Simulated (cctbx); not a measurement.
# Diagnosing a refinement

Cell a = 8.7530 Å, b = 8.7870 Å, c = 9.2430 Å, α = 90.00°, β = 90.00°, γ = 90.00°; space group Imm2 (no. 44). The compound is Li2ScBr4.

Simulated single-crystal data (cctbx): Ag Kα, λ = 0.56087 Å, to d = 0.6 Å, 50 % of the full sphere, strongest reflection 70000 counts, noise from counting, a 4 % proportional error and a noise floor of 2 counts (s.d.); no absorption.

An anisotropic refinement with weights 1/σ² prints:

```text
Rint 0.028, 1720 unique reflections to 0.60 A
cycle     R1     wR2    GooF  max shift (A)
   1  0.0234  0.0651   1.488   0.01090
   2  0.0235  0.0642   1.468   0.00047
final R1 0.0235 wR2 0.0642 GooF 1.468  parameters 38  data/parameter 45.3
atom        x        y        z      Ueq    occ   su(xyz)  su(Uiso or U11)
Br1    0.00000  0.70964  0.21493   0.0214  1.000  0.00005  0.0002
Br2    0.00000  0.19381  0.77818   0.0167  1.000  0.00004  0.0001
Br3    0.69324  0.00000  0.02870   0.0225  1.000  0.00005  0.0002
Br4    0.29444  0.50000  0.95779   0.0172  1.000  0.00004  0.0001
Sc1    0.00000  0.00000  0.10616   0.0262  1.000  0.00014  0.0005
Sc2    0.50000  0.00000  0.33752   0.0266  1.000  0.00014  0.0005
Li1    0.50000  0.26742  0.98898   0.0356  1.000  0.00138  0.0037
difference map: max 4.68 min -0.63 rms 0.17
Q1    0.2526  0.0000  0.7441    4    4.78  2.67 A from Br3
Q2    0.2408  0.5000  0.6685    4    0.69  1.36 A from Br3
Q3    0.1965  0.0000  0.4764    4    0.65  0.19 A from Br4
Q4    0.0000  0.2029  0.2736    4    0.62  0.94 A from Br1
Q5    0.0000  0.5000  0.3133    2    0.56  2.05 A from Br1
Q6    0.0000  0.3067  0.0023    4    0.56  1.97 A from Br1
```

Q: Accept it or mend it, and why?

Mend it. The fault: an atom left out, Li at (0.2433, 1/2, 0.2476). Against the right model at the same level, R1 goes from 0.0167 to 0.0235 and GooF from 0.97 to 1.47 and the top difference peak, 4.8 e/Å³, lies 2.67 Å from Br3. Q1 is the missing atom. With scattering power missing, scale and phases suffer, so peaks may also grow on the heavy atoms.

The compound is Li2ScBr4. The right model at the same level gives:

```text
Rint 0.028, 1720 unique reflections to 0.60 A
cycle     R1     wR2    GooF  max shift (A)
   1  0.0167  0.0425   0.974   0.00199
   2  0.0167  0.0423   0.969   0.00004
final R1 0.0167 wR2 0.0423 GooF 0.969  parameters 44  data/parameter 39.1
atom        x        y        z      Ueq    occ   su(xyz)  su(Uiso or U11)
Br1    0.00000  0.70960  0.21488   0.0215  1.000  0.00003  0.0001
Br2    0.00000  0.19379  0.77818   0.0168  1.000  0.00003  0.0001
Br3    0.69320  0.00000  0.02866   0.0226  1.000  0.00003  0.0001
Br4    0.29449  0.50000  0.95783   0.0173  1.000  0.00003  0.0001
Sc1    0.00000  0.00000  0.10602   0.0261  1.000  0.00009  0.0003
Sc2    0.50000  0.00000  0.33776   0.0269  1.000  0.00009  0.0003
Li1    0.50000  0.26716  0.99033   0.0317  1.000  0.00080  0.0026
Li2    0.24342  0.50000  0.24327   0.0358  1.000  0.00093  0.0029
Flack x: 0.006(18)
Hooft y: 0.013(20)  Bijvoet pairs: 742
difference map: max 0.53 min -0.38 rms 0.10
Q1    0.0000  0.1974  0.2735    4    0.55  0.98 A from Br1
Q2    0.0479  0.5000  0.2367    4    0.48  1.71 A from Li2
Q3    0.1975  0.5000  0.0353    4    0.43  1.11 A from Br4
Q4    0.0000  0.3072  0.7190    4    0.43  1.14 A from Br2
Q5    0.1380  0.5000  0.9503    4    0.38  1.37 A from Br4
Q6    0.0000  0.5000  0.6183    2    0.37  1.88 A from Br3
```

This is a model crystal, built by substitution and not relaxed, with assumed displacement parameters.

[Middle refinement cycles are left out of these outputs.]

[Logs are printed without paths, hosts, clocks, repeated set-up lines and the standing remarks that a program may print on its own settings, such as how far it seeks lower states.]
